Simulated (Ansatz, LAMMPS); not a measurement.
# Glassy 87SiO2-4ZnO-4SrO-4Na2O (mol %) (67 atoms): geometry optimisation, part 2 of 2

Aim: bring glassy 87SiO2-4ZnO-4SrO-4Na2O (mol %) (67 atoms) to a nearby minimum of the energy and see what moves.

Ansatz 0.2.0; Kohn-Sham DFT, r2SCAN, PAW (set soft_2), plane waves.

The cell: 20 Si, 1 Zn, 1 Sr, 2 Na and 43 O. The quench rate of 50 K/ps is orders of magnitude faster than experiment. The network of bonds at the start is that of the classical potential that made the cell. The Brillouin zone is sampled at Γ only, in a cell whose shortest periodic width is 10 Å.

So far, density (g/cm³): step 5 (structure statistics after relaxation) 2.50.

## (6) Single point at the relaxed geometry (continued)

Electrostatic potential energy in the ab plane at fractional z = 0.599, with atoms of Si and Sr and O within 0.2 Å of it. With pseudopotentials it is smooth inside the atoms' cores, unlike the true potential.

Ten even steps from '_' (-51 eV) to '@' (10 eV), each cell a mean:
```
@@@@@@@@@@@@@@@@@@@@@@%%%%%%%%%%%%@@@@@@@@@@@@@@@@@@@@@@
@@@@@@@@@@@@@@@@@@@@@@%%%%%%##==--++@@@@@@@@@@@@@@@@@@@@
@@@@@@@@@@%%%%%%%%@@@@@@%%%%**..__::##@@@@@@@@@@@@%%%%@@
@@@@@@@@%%**==++**%%@@@@@@@@%%==--==%%@@@@@@%%%%%%####%%
%%##++####--____--##%%@@@@@@@@%%%%%%@@@@@@##==--******##
%%++--++**..____..##%%@@@@@@@@@@@@@@@@@@@@##==--**######
@@%%######==::::==%%@@@@@@@@@@@@@@@@@@@@@@@@%%##%%%%%%%%
@@@@@@@@@@%%##**++++%%@@@@@@@@@@@@@@@@@@@@@@@@@@@@@@@@@@
@@@@@@@@@@@@@@**::::**@@@@%%%%%%%%@@@@@@@@@@@@@@@@@@@@@@
@@@@@@@@@@@@@@%%====##@@%%##****##%%@@@@@@@@@@@@@@@@@@@@
@@@@@@@@@@@@@@@@@@@@@@%%**::____==##%%@@@@@@@@@@@@@@@@@@
@@@@@@%%%%%%@@@@@@@@@@%%==________**%%@@@@@@@@@@@@@@@@@@
@@%%##++==++##@@@@@@@@%%++______..**%%@@%%##%%@@@@@@@@@@
@@%%==____..++%%@@@@@@%%##==::::++%%@@##--..==%%@@@@@@@@
%%##--______==####%%@@@@%%######%%@@@@##::..--##%%@@@@@@
--==++::..--++--::==%%@@@@@@%%%%@@@@@@@@**++++++++##%%++
__::**######**::__::##@@@@@@@@@@@@@@@@@@@@%%==....==**::
--++%%@@@@@@%%++--++%%@@@@@@@@@@@@@@@@@@@@##==____--##++
%%@@@@@@@@@@%%**++**##%%@@@@@@@@@@@@@@@@@@%%**====**%%@@
@@@@@@@@@@%%**--..::++%%@@@@@@@@@@@@@@@@@@@@####%%%%@@@@
@@@@@@@@@@%%**::__..++%%@@@@@@@@@@@@@@@@@@@@%%%%@@@@@@@@
@@@@@@@@@@@@##++--==##%%@@@@@@@@@@@@@@@@@@@@@@@@@@@@@@@@
@@@@@@@@@@@@@@%%##%%%%@@@@@@@@@@@@@@@@@@@@@@@@@@@@@@@@@@
@@@@@@@@@@@@@@@@@@@@@@@@@@@@@@@@@@@@@@@@@@@@@@@@@@@@@@@@
```
Columns run along a (9.9 Å; values clipped at the 3rd and 97th percentile), rows up along b (9.9 Å). Atoms in or near the plane, at fractional coordinates: Si at (0.24, 0.77), Si at (0.15, 0.40), Sr at (0.52, 0.50), O at (0.01, 0.30), O at (0.75, 0.40), O at (0.58, 0.88), O at (0.29, 0.31).

Valence density in the ab plane at fractional z = 0.599, with atoms of Si and Sr and O within 0.2 Å of it. It is the smooth field of the valence electrons, not physical close to the nuclei.

Values in e/Å³, 13 rows by 16 columns, each cell a mean:
```
0.0 0.0 0.0 0.1 0.1 0.1 0.1 0.2 0.9 1.7 0.5 0.1 0.0 0.0 0.0 0.0
0.1 0.2 0.1 0.1 0.2 0.2 0.1 0.3 2.5 5.6 1.4 0.2 0.3 0.4 0.2 0.1
1.0 2.0 0.8 0.2 0.2 0.2 0.1 0.1 0.4 0.9 0.3 0.3 1.6 2.5 0.7 0.3
0.7 1.5 0.6 0.3 0.6 0.6 0.2 0.0 0.0 0.0 0.0 0.1 0.8 1.3 0.4 0.2
0.1 0.1 0.1 0.4 2.5 3.3 0.6 0.1 0.1 0.0 0.0 0.0 0.1 0.1 0.0 0.0
0.0 0.0 0.1 0.2 1.0 1.3 0.4 0.9 1.7 0.8 0.1 0.0 0.0 0.0 0.0 0.0
0.1 0.1 0.2 0.1 0.1 0.1 0.2 2.0 2.2 1.9 0.3 0.5 0.7 0.2 0.0 0.0
0.4 0.3 0.1 0.3 0.4 0.3 0.1 0.6 1.3 0.6 0.4 3.3 5.1 1.0 0.1 0.2
4.3 1.3 0.3 1.0 4.2 2.9 0.3 0.0 0.0 0.0 0.2 1.1 2.0 0.7 0.4 2.1
3.3 0.8 0.2 0.6 2.7 2.0 0.2 0.0 0.0 0.0 0.0 0.1 0.4 0.3 0.4 1.7
0.2 0.1 0.1 0.2 0.4 0.3 0.2 0.2 0.1 0.0 0.0 0.1 0.7 0.9 0.3 0.2
0.0 0.0 0.1 0.3 0.5 0.4 0.4 0.5 0.2 0.0 0.0 0.1 0.4 0.4 0.1 0.0
0.0 0.0 0.0 0.2 0.4 0.2 0.2 0.2 0.1 0.1 0.0 0.0 0.0 0.0 0.0 0.0
```
Columns run along a (9.9 Å), rows up along b (9.9 Å). Atoms in or near the plane, at fractional coordinates: Si at (0.24, 0.77), Si at (0.15, 0.40), Sr at (0.52, 0.50), O at (0.01, 0.30), O at (0.75, 0.40), O at (0.58, 0.88), O at (0.29, 0.31).

Mean intrinsic-atomic-orbital charges: Na +0.83, O -0.96, Si +1.80, Sr +1.83, Zn +1.51 e.

A closer look about Si10, which has 5 bonded neighbours where the commonest count for Si is 4: 11 atoms, nearest first, numbered in the order of the input, with positions taken from that point.

| atom | x | y | z | distance (Å) | bonds | intrinsic-atomic-orbital charge (e) |
| --- | --- | --- | --- | --- | --- | --- |
| Si10 | 0.00 | 0.00 | 0.00 | 0.00 | 5 | 1.77 |
| O40 | -1.21 | 0.55 | 0.95 | 1.64 | 2 | -0.93 |
| O37 | -0.41 | -1.34 | -0.88 | 1.65 | 2 | -0.92 |
| O59 | 1.48 | 0.79 | 0.25 | 1.70 | 2 | -0.92 |
| O66 | -0.40 | 1.05 | -1.33 | 1.74 | 2 | -0.93 |
| O29 | 0.64 | -1.24 | 1.24 | 1.87 | 3 | -0.96 |
| Si16 | 2.20 | 1.20 | 1.63 | 2.99 | 4 | 1.81 |
| Si9 | -0.60 | -1.86 | -2.37 | 3.08 | 4 | 1.76 |
| Si1 | -2.35 | 0.24 | 2.03 | 3.11 | 4 | 1.83 |
| Si15 | 1.62 | -2.49 | 0.98 | 3.12 | 4 | 1.78 |
| Si14 | -0.01 | 1.84 | -2.64 | 3.22 | 4 | 1.79 |

The column of bonds counts only the pairs O-Si within 2.16 Å, O-Na within 3.08 Å, O-Sr within 3.05 Å, O-Zn within 2.43 Å; other neighbours, such as metal atoms beside each other in a compound, aren't counted, and periodic images can show an atom twice.

## (7) Outcome

```yaml
energy_change_in_the_relaxation: -73.83 meV/atom
r_m_s_displacement: 0.218 Å
largest_displacement: 0.497 Å
free_energy_per_atom: -704.0143 eV/atom
pressure: -2.444 GPa
r_m_s_force_component: 0.01227 eV/Å
spacing_of_highest_filled_and_lowest_empty_level: 4.536 eV
wall_time_of_the_3_dft_runs: 4.9 min
```

In words: Relaxation lowers the energy by 73.8 meV/atom and moves atoms by 0.22 Å r.m.s.; the r.m.s. force component goes from 1.3 to 0.012 eV/Å, the pressure goes from 1.8 to -2.4 GPa, and the gap from 3.61 to 4.54 eV. By the final cutoffs 2 of 103 bonded pairs parted and 2 joined. From the first step to the last the energy fell by 4.947 eV, and the largest move was 0.50 Å (O29). The O-Sr bonds change most in mean length: from 2.741 Å (spread 0.218) to 2.600 Å (spread 0.180), and their number from 5 to 4. Counting bonds as in the table, all Na atoms have 7, 60 % of O atoms have 2, 95 % of Si atoms have 4 and all Sr atoms have 4 bonded neighbours. Counting bonds to Si alone, not to Zn, 88 % of the oxygens join two of these atoms and 12 % one. Between filled and empty levels lie 4.54 eV (at Γ alone); a semilocal functional tends to put such gaps too low. In a disordered cell it changes from sample to sample, and tail or defect levels can set it.

Caveats: The network of bonds at the start is that of the classical potential that made the cell; in DFT 2 of its 103 bonded pairs passed out of the cutoffs and 2 came within them. The stress is far from hydrostatic: its diagonal is -5.1, 0.1, -2.3 GPa, compression counted positive. The pressure of -2.4 GPa means that a free cell would contract at this level.

[Logs are printed without paths, hosts, clocks, repeated set-up lines and the standing remarks that a program may print on its own settings, such as how far it seeks lower states.]

[Hosts, paths, dates, database ids (printed as entryN), source tags and the programs' standing remarks are cut or masked in the printed files.]
